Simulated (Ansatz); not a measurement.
## Quasiparticle gap of Be3N2 (P6_3/mmc)

Aim: the quasiparticle gap of Be3N2 (P6_3/mmc), starting from LDA.

Main program and level: Ansatz 0.2.0; LDA, then G0W0 on it, plane waves, PAW.

## Step 1: The starting structure

It takes space group P6_3/mmc (No. 194, hexagonal). The conventional cell has a = 2.842 Å, b = 2.842 Å, c = 9.747 Å, α = 90.00°, β = 90.00°, γ = 120.00°. Nearest to Be lie 4 N at 1.67 to 1.81 Å. Nearest to Be lie 3 N at 1.64 Å. N has 6 Be at 1.81 Å nearest. Nearest to N lie 5 Be at 1.64 to 1.67 Å. Farther neighbours and most contacts between anions are not listed.

The cell and positions are those that the Materials Project relaxed with its own functionals (PBE, PBE+U or r2SCAN), kept fixed.

The logs state that the PAW files were generated under PBE.

## Step 2: The LDA band structure

Levels along a band path and on the mesh show where this functional puts the band edges.

This step: DFT, LDA, plane waves, PAW; PAW set soft_1.

File input.yaml:

```yaml
crystal:
  lattice:
    - [2.8416792263, 0.0, 0.0]
    - [-1.4208396132, 2.4609663994, 0.0]
    - [0.0, 0.0, 9.74684101]
  atoms:
    - { symbol: Be, position: [0.33333333, 0.66666667, 0.07848597] }
    - { symbol: Be, position: [0.66666667, 0.33333333, 0.57848597] }
    - { symbol: Be, position: [0.66666667, 0.33333333, 0.92151403] }
    - { symbol: Be, position: [0.33333333, 0.66666667, 0.42151403] }
    - { symbol: Be, position: [0.0, 0.0, 0.25] }
    - { symbol: Be, position: [0.0, 0.0, 0.75] }
    - { symbol: "N", position: [0.0, 0.0, 0.0] }
    - { symbol: "N", position: [0.0, 0.0, 0.5] }
    - { symbol: "N", position: [0.33333333, 0.66666667, 0.25] }
    - { symbol: "N", position: [0.66666667, 0.33333333, 0.75] }
kpoints:
  mp_grid: { grid: [12, 12, 2] }
  band_path:
    path:
      - [[0.0, 0.0, 0.0], [0.5, 0.0, 0.0], [0.33333333, 0.33333333, 0.0], [0.0, 0.0, 0.0], [0.0, 0.0, 0.5], [0.5, 0.0, 0.5], [0.33333333, 0.33333333, 0.5], [0.0, 0.0, 0.5]]
      - [[0.5, 0.0, 0.5], [0.5, 0.0, 0.0]]
      - [[0.33333333, 0.33333333, 0.5], [0.33333333, 0.33333333, 0.0]]
    npoints: 10
hamiltonian:
  xc: lda
  pseudopotentials: { kind: paw, azcp: { folder: soft_1 }, xc_functional: pbe }
scf:
  occupations: { method: fermi_dirac, width: 0.02 }
  n_extra_bands: 7
output:
  eigenvalues: true
  forces: true
  stress: true
  write_density: true
  write_potential: true
  elf: true
  volumetric_format: npy
```

Started as:

```
> ansatz run input.yaml --threads 3 --pin off --max-ram 92160MiB --backend cuda --events-out ev --progress --plain --runs-dir out --devices 1 --max-vram 13GiB
```

Numbers of over 12 decimals in the logs are rounded to 6 here.

What it wrote:

```text
scf.n_extra_bands = 7 over 16 filled bands (N_el = 32.0): the run solves 23 bands
GPUs: using 1 of 1 available (devices: 1).
Engine: ansatz 0.2.0, x86_64-unknown-linux-gnu
Pseudopotentials: kind: paw
Pseudopotential: Be, paw, valence charge 2, recommended cutoff 420 eV (normal), soft_1/Be.paw.azcp
Pseudopotential: N, paw, valence charge 5, recommended cutoff 420 eV (normal), soft_1/N.paw.azcp
Functional definition: SPW92
  exchange = slater_x
  correlation = pw_c
device memory: the entry about to start is reckoned to put 1.8 GiB on a device that reports 71.0 GiB free (of which the cap on the GPU budget leaves the run 13.0 GiB)
GPU FFT provider: cuFFT
GPU libraries: cuBLAS 13.8.2, cuFFT 12.4.0, cuSOLVER 12.3.4
Crystal: 10 atoms, lattice volume = 68.162 Å³
Basis set: ecut = 420 eV, 1329 PW (Γ)
Bands: 23, of which v1, the nominal top of the filled ones, is band 16 counted from 1 (15 counted from 0)
Symmetry: 24 space group operations
Space group: P63/mmc (ITA 194), of the structure as read, at distance tolerance 4.1e-5 Å
k-points: 38 of 288
Non-local potential: Be, projectors of the file, l = 0: 2, l = 1: 2, l = 2: 1
Non-local potential: N, projectors of the file, l = 0: 2, l = 1: 2, l = 2: 1
PAW form: soft (Blöchl's): semilocal exchange-correlation on the pseudo side does not see the compensation charge
PAW frozen core: Be, regenerated for the run's functional, and the local potential with it (the file was generated under x = pbe(κ = 0.804, μ = 0.219515), c = pbe(β = 0.066725))
PAW frozen core: N, regenerated for the run's functional, and the local potential with it (the file was generated under x = pbe(κ = 0.804, μ = 0.219515), c = pbe(β = 0.066725))
PAW one-centre angular grid: Be, 110 points (default); XC on 64 Gauss nodes
PAW one-centre angular grid: N, 110 points (default); XC on 64 Gauss nodes
Initial density: superposition of atomic densities (chi_scale 0.1, normalization cell, long waves kept (reshape's long-wave potential 0.01 eV rms))
Initial wavefunctions: pseudopotential atomic-orbital guess
GPU buffer pool allocated for 28800 grid points (all kernels)
GPU transforms: local potential and band sums: pruned to the plane-wave sphere, on 20×20×72
Functional: x = slater, c = lda
SCF iter   1: F=—  HF=-2040.462890 eV  |F-HF|=—  |Δ(HF+E_count)|=         —  Δρ=1.22e-1  dr2=1.15e1  ethr=3.10e-3  ⟨swp⟩=8.2  Hψ=4951  notcnv=0
preconditioner: auto → none  [insulator: Δε(μ)=4.831 eV  Ē_g=14.920 eV  σ=0.020 eV  W_gap=1.00  n_scr=6 (ndim 8)  ℏωp=25.4 eV  f_vac=0.000  D(μ)=0.00/eV (n_scr^D=0)  ε∞_Penn≈3.9]
SCF iter   2: F=—  HF=-2036.850489 eV  |F-HF|=—  |Δ(HF+E_count)|=    3.61e0  Δρ=3.73e-2  dr2=5.02e-1  ethr=3.10e-3  ⟨swp⟩=3.1  Hψ=2280  notcnv=0  defer=38
SCF iter   3: F=—  HF=-2036.751701 eV  |F-HF|=—  |Δ(HF+E_count)|=   9.88e-2  Δρ=1.49e-2  dr2=8.98e-2  ethr=1.57e-3  ⟨swp⟩=1.9  Hψ=1295  notcnv=0  defer=38
SCF iter   4: F=—  HF=-2036.736481 eV  |F-HF|=—  |Δ(HF+E_count)|=   1.52e-2  Δρ=1.19e-3  dr2=9.33e-4  ethr=2.81e-4  ⟨swp⟩=2.0  Hψ=1061  notcnv=0  defer=38
SCF iter   5: F=—  HF=-2036.736346 eV  |F-HF|=—  |Δ(HF+E_count)|=   1.36e-4  Δρ=3.62e-4  dr2=4.25e-5  ethr=2.91e-6  ⟨swp⟩=2.0  Hψ=1370  notcnv=0  defer=38
SCF iter   6: F=—  HF=-2036.736322 eV  |F-HF|=—  |Δ(HF+E_count)|=   2.37e-5  Δρ=8.42e-5  dr2=3.44e-6  ethr=1.33e-7  ⟨swp⟩=2.0  Hψ=1408  notcnv=0  defer=38
SCF iter   7: F=-2036.736321 eV  HF=-2036.736321 eV  |F-HF|=2.58e-8  |Δ(HF+E_count)|=   1.07e-6  Δρ=9.29e-6  dr2=3.78e-8  ethr=3.13e-10  ⟨swp⟩=13.3  Hψ=7081  notcnv=0
SCF 1 converged in 7 iterations: F = -2036.736321 eV  dr2 = 3.78e-8
  greatest PAW one-centre occupation: 0.782 electrons in one spin orbital (limit 2), on the N atom at site 9 (counted from 0), in its partial waves of l = 0
device memory: the entry about to start is reckoned to put 2.3 GiB on a device that reports 69.3 GiB free (of which the cap on the GPU budget leaves the run 13.0 GiB)
NSCF: frozen V_eff on 93 k-points, pencils in batches of 32, up to order 104
SCF converged after 7 iterations
Free energy (F): -2036.736321 eV
Harris-Foulkes:  -2036.736321 eV  (|F-HF|=2.58e-8)
Internal energy: -2036.736321 eV  (E = F + TS)
E sigma→0 (E₀):  -2036.736321 eV
Fermi energy:    9.304706 eV
--- Per-component energies (eV) ---
  E_band       = 50.085194
  E_kinetic    = 656.482378
  E_local      = -765.598491  (includes V_loc(G=0)·N_el)
  E_nonlocal   = 168.645660
  E_hartree    = 258.598591
  E_xc         = -361.054118
  E_vxc        = -430.193348  (∫ρ·V_xc dr)
  E_paw        = -804.288354  (= ΣΔE_a)
  E_vpaw       = -96.456603  (= ΣTr[D̂ρ^β])
  E_aug_tail   = 0.003385  (compensation charges beyond the density's cutoff)
  E_ewald      = -1190.027271
  E_core_change = 0.501899  (= ΣΔE_core)
  E_smearing   = -0.000000  (= −TS)
  E_closure    = 0.000000  (closes the sum)
  Σ components = -2036.736321   (vs F -2036.736321, Δ=0.00e0)
--- Forces (eV/Å), atoms counted from 1 ---
  atom   1  Be    -0.00000000     0.00000000    -0.04952847
  atom   2  Be     0.00000000    -0.00000000    -0.04952847
  atom   3  Be     0.00000000    -0.00000000     0.04952847
  atom   4  Be    -0.00000000     0.00000000     0.04952847
  atom   5  Be    -0.00000000     0.00000000     0.00000000
  atom   6  Be     0.00000000    -0.00000000    -0.00000000
  atom   7  N     -0.00000000    -0.00000000     0.00000000
  atom   8  N      0.00000000     0.00000000     0.00000000
  atom   9  N      0.00000000     0.00000000     0.00000000
  atom  10  N     -0.00000000     0.00000000    -0.00000000
  max |Σ_I F_I| component: 1.67e-16 eV/Å
--- Stress (GPa, compression-positive) ---
       -7.584241      -0.000000      -0.000000
       -0.000000      -7.584241       0.000000
       -0.000000       0.000000      -7.666307
  P = ⅓ Tr σ = -7.6116 GPa (-76.116 kbar)
--- Band table (eV; the first three rows and the last of 38) ---
  k-point 0: bands = [... 12 lower, 7.1844, 7.2851, 7.6778, 7.6778, 13.8966, 14.8224, 15.3849, 15.9182, ... 3 higher]
  k-point 1: bands = [... 12 lower, 7.4849, 7.4849, 7.4849, 7.4849, 14.5193, 14.5193, 15.7072, 15.7072, ... 3 higher]
  k-point 2: bands = [... 12 lower, 7.0437, 7.2369, 7.2694, 7.5829, 14.1476, 15.0165, 15.6587, 15.8575, ... 3 higher]
  k-point 37: bands = [... 12 lower, 4.6710, 4.6710, 6.0338, 6.0338, 13.6106, 13.6106, 14.2835, 14.2835, ... 3 higher]
```

It took 6.8 s on 1 × NVIDIA H100 80GB HBM3 (shared by 6 runs) with 3 threads of AMD EPYC 7R13 (Zen 3), shared host; peak memory 0.89 GiB; 3.6 s of CPU time.

The column dr2 measures how far the density is from self-consistency, as an energy; F and HF (Harris–Foulkes) agree once it is small.

Numbers from this step:

- pressure: -7.612 GPa
- filled bands: 16
- gap: 3.261 eV
- valence top at: Γ
- conduction bottom at: M
- least direct gap: 4.652 eV

Over mesh and path the gap is 3.261 eV, from k = Γ to k = (0.500, 0.000, 0.000). The least direct gap found is 4.652 eV, at k = (0.467, 0.067, 0.000). The pressure in this cell is -8 GPa; the cell is kept.

Electronic bands along the path, in eV, zero at the top of the highest nominally filled band:

```csv
point,band 13,band 14,band 15,band 16,band 17,band 18,band 19,band 20
Γ,-0.49,-0.39,0.00,0.00,6.22,7.14,7.71,8.24
halfway,-1.49,-1.46,-0.88,-0.73,5.88,6.70,7.56,7.73
M,-2.24,-2.05,-1.43,-1.41,3.26,5.06,7.24,7.43
halfway,-3.40,-2.34,-2.29,-0.81,4.11,6.45,6.90,7.57
K,-3.33,-3.09,-3.09,-0.57,5.20,6.17,6.17,8.07
halfway,-1.77,-1.67,-1.06,-1.01,5.97,7.55,7.74,8.00
Γ,-0.49,-0.39,0.00,0.00,6.22,7.14,7.71,8.24
halfway,-0.38,-0.38,-0.05,-0.05,6.44,7.08,7.77,8.33
A,-0.19,-0.19,-0.19,-0.19,6.84,6.84,8.03,8.03
halfway,-1.18,-1.18,-1.02,-1.02,6.25,6.25,7.57,7.57
L,-2.05,-2.05,-1.75,-1.75,4.42,4.42,6.90,6.90
halfway,-3.03,-3.03,-1.59,-1.59,5.26,5.26,7.48,7.48
H,-3.01,-3.01,-1.64,-1.64,5.93,5.93,6.61,6.61
halfway,-2.01,-2.01,-0.92,-0.92,6.68,6.68,7.61,7.61
A,-0.19,-0.19,-0.19,-0.19,6.84,6.84,8.03,8.03
jump to L,-2.05,-2.05,-1.75,-1.75,4.42,4.42,6.90,6.90
halfway,-2.10,-2.06,-1.68,-1.50,3.64,4.96,7.08,7.10
M,-2.24,-2.05,-1.43,-1.41,3.26,5.06,7.24,7.43
jump to H,-3.01,-3.01,-1.64,-1.64,5.93,5.93,6.61,6.61
halfway,-3.04,-3.04,-2.52,-0.89,5.61,6.04,6.04,7.75
K,-3.33,-3.09,-3.09,-0.57,5.20,6.17,6.17,8.07
```

Valence density in the ac plane at fractional y = 0.000, with atoms of Be and N within 0.2 Å of it. It is the smooth field of the valence electrons, not physical close to the nuclei.

Values in e/Å³, 24 rows by 15 columns, each cell a mean:
```
3.2 3.1 2.4 1.4 0.8 0.5 0.3 0.2 0.2 0.3 0.5 0.8 1.4 2.4 3.1
1.2 1.1 0.8 0.6 0.4 0.3 0.2 0.2 0.2 0.2 0.3 0.4 0.6 0.8 1.1
0.3 0.3 0.3 0.2 0.2 0.2 0.2 0.2 0.2 0.2 0.2 0.2 0.2 0.3 0.3
0.2 0.2 0.2 0.2 0.2 0.2 0.2 0.2 0.2 0.2 0.2 0.2 0.2 0.2 0.2
0.1 0.2 0.2 0.3 0.3 0.4 0.4 0.4 0.4 0.4 0.4 0.3 0.3 0.2 0.2
0.1 0.1 0.3 0.4 0.5 0.5 0.6 0.7 0.7 0.6 0.5 0.5 0.4 0.3 0.1
0.1 0.1 0.2 0.3 0.4 0.5 0.5 0.6 0.6 0.5 0.5 0.4 0.3 0.2 0.1
0.1 0.2 0.2 0.2 0.2 0.3 0.3 0.3 0.3 0.3 0.3 0.2 0.2 0.2 0.2
0.2 0.2 0.2 0.2 0.2 0.2 0.2 0.2 0.2 0.2 0.2 0.2 0.2 0.2 0.2
0.6 0.6 0.5 0.4 0.3 0.2 0.2 0.2 0.2 0.2 0.2 0.3 0.4 0.5 0.6
2.2 2.0 1.5 1.0 0.6 0.4 0.3 0.2 0.2 0.3 0.4 0.6 1.0 1.5 2.0
3.4 3.4 2.9 1.7 0.9 0.5 0.3 0.3 0.3 0.3 0.5 0.9 1.7 2.9 3.4
3.1 3.0 2.3 1.4 0.8 0.5 0.3 0.2 0.2 0.3 0.5 0.8 1.4 2.3 3.0
1.2 1.1 0.9 0.6 0.4 0.3 0.2 0.2 0.2 0.2 0.3 0.4 0.6 0.9 1.1
0.3 0.3 0.3 0.2 0.2 0.2 0.2 0.2 0.2 0.2 0.2 0.2 0.2 0.3 0.3
0.2 0.2 0.2 0.2 0.2 0.2 0.2 0.2 0.2 0.2 0.2 0.2 0.2 0.2 0.2
0.1 0.2 0.2 0.3 0.3 0.4 0.4 0.4 0.4 0.4 0.4 0.3 0.3 0.2 0.2
0.1 0.1 0.3 0.4 0.5 0.5 0.6 0.7 0.7 0.6 0.5 0.5 0.4 0.3 0.1
0.1 0.1 0.2 0.3 0.4 0.5 0.5 0.6 0.6 0.5 0.5 0.4 0.3 0.2 0.1
0.1 0.2 0.2 0.2 0.2 0.3 0.3 0.3 0.3 0.3 0.3 0.2 0.2 0.2 0.2
0.2 0.2 0.2 0.2 0.2 0.2 0.2 0.2 0.2 0.2 0.2 0.2 0.2 0.2 0.2
0.6 0.5 0.4 0.4 0.3 0.2 0.2 0.2 0.2 0.2 0.2 0.3 0.4 0.4 0.5
2.2 2.0 1.5 1.0 0.6 0.4 0.3 0.2 0.2 0.3 0.4 0.6 1.0 1.5 2.0
3.4 3.5 2.9 1.8 0.9 0.5 0.3 0.3 0.3 0.3 0.5 0.9 1.8 2.9 3.5
```
Columns run along a (2.8 Å), rows up along c (9.7 Å). Atoms in or near the plane, at fractional coordinates: Be at (0.00, 0.25), Be at (0.00, 0.75), N at (0.00, 0.00), N at (0.00, 0.50).

ELF in the ac plane at fractional y = 0.000, with atoms of Be and N within 0.2 Å of it. It is the smooth field of the valence electrons, not physical close to the nuclei.

Ten even steps from '0' (0.00) to '9' (0.81), each cell a mean:
```
468998533589986
999875311357899
554332111123345
111223444432211
001367788776310
000489989998400
000478888887400
001345666654310
332222222222223
887653211235678
889997422479998
137998533589973
468998533589986
999875311357899
554432111123445
111223444432211
001367777776310
000489988988400
000478888887400
001345666654310
322222222222222
887653211235678
899997422479999
127998533589972
```
Columns run along a (2.8 Å), rows up along c (9.7 Å). Atoms in or near the plane, at fractional coordinates: Be at (0.00, 0.25), Be at (0.00, 0.75), N at (0.00, 0.00), N at (0.00, 0.50).

(Part 1 of 2 ends here.)

[Paths, hosts, dates, memory and timing lines, banners, echoed tables and standing remarks are left out of the program output.]

[Logs are printed without paths, hosts, clocks, repeated set-up lines and the standing remarks that a program may print on its own settings, such as how far it seeks lower states.]

[Runs of the session that timed out or met a known fault of the program may be left out.]

[Cells called generated may have been cut or substituted from an entry of the Crystallography Open Database or the Materials Project.]

[Hosts, paths, dates, database ids (printed as entryN), source tags and the programs' standing remarks are cut or masked in the printed files.]

[Where an RPA ε∞ is given, it is that of the G0W0 mesh and is not shown converged in it. Names of k-points follow the symmetry that the program found, which can be lower than the space group named. Band edges on a path are those of the sampled points; other points can move an edge, and change direct to indirect where valleys lie close.]

[Hybrid gaps are those of their k-mesh and are not shown converged in it.]
